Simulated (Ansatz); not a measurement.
The crystal is YVO4 (I4_1/amd).

```yaml
crystal:
  lattice:
    - [-3.55915, 3.55915, 3.14465]
    - [3.55915, -3.55915, 3.14465]
    - [3.55915, 3.55915, -3.14465]
  atoms:
    - { symbol: Y, position: [0.75000, 0.25000, 0.50000] }
    - { symbol: Y, position: [0.00000, 0.00000, 0.00000] }
    - { symbol: V, position: [0.50000, 0.50000, 0.00000] }
    - { symbol: V, position: [0.25000, 0.75000, 0.50000] }
    - { symbol: O, position: [0.51000, 0.32580, 0.18420] }
    - { symbol: O, position: [0.07580, 0.39160, 0.31580] }
    - { symbol: O, position: [0.14160, 0.32580, 0.81580] }
    - { symbol: O, position: [0.07580, 0.76000, 0.68420] }
    - { symbol: O, position: [0.24000, 0.92420, 0.31580] }
    - { symbol: O, position: [0.67420, 0.49000, 0.81580] }
    - { symbol: O, position: [0.60840, 0.92420, 0.68420] }
    - { symbol: O, position: [0.67420, 0.85840, 0.18420] }
```

The cell and positions come from the Crystallography Open Database and are kept as given unless a step says otherwise. PAW set soft_2, made with PBE.

Gaps computed with Ansatz 0.2.0 without a self-energy: r2SCAN 3.32 eV, r2SCAN+SOC 3.32 eV and PBE0 5.23 eV. The mean ε∞ by r2SCAN perturbation theory is 3.97.

Q: Estimate the G0W0@r2SCAN gap with 4×4×4 mesh, 732 empty bands, screening to 160 eV, default PAW files.

About 5.16 eV: on its mesh the run moves the gap from 3.32 eV by +1.84 eV. Among the scalar-relativistic levels given, PBE0 is nearest (+0.07 eV). One-shot corrections scale roughly with one over ε∞, here 0.25. Bands and cutoff are finite, so the gap is not at the basis limit. The miss can reach some tenths of an eV and take either sign; the mesh is an error of its own. The runs have no spin polarisation. For a closed low-spin shell that is the natural state; where a d or f shell is open it is a constraint, and the gap is then not the crystal's own. With d states at the gap, one-shot GW leans hard on its start. The many-body steps are scalar-relativistic: spin-orbit coupling is not in them.

[Paths, hosts, dates, memory and timing lines, banners, echoed tables and standing remarks are left out of the program output.]

[Logs are printed without paths, hosts, clocks, repeated set-up lines and the standing remarks that a program may print on its own settings, such as how far it seeks lower states.]

[Runs of the session that timed out or met a known fault of the program may be left out.]

[Cells called generated may have been cut or substituted from an entry of the Crystallography Open Database or the Materials Project.]

[Hosts, paths, dates, database ids (printed as entryN), source tags and the programs' standing remarks are cut or masked in the printed files.]
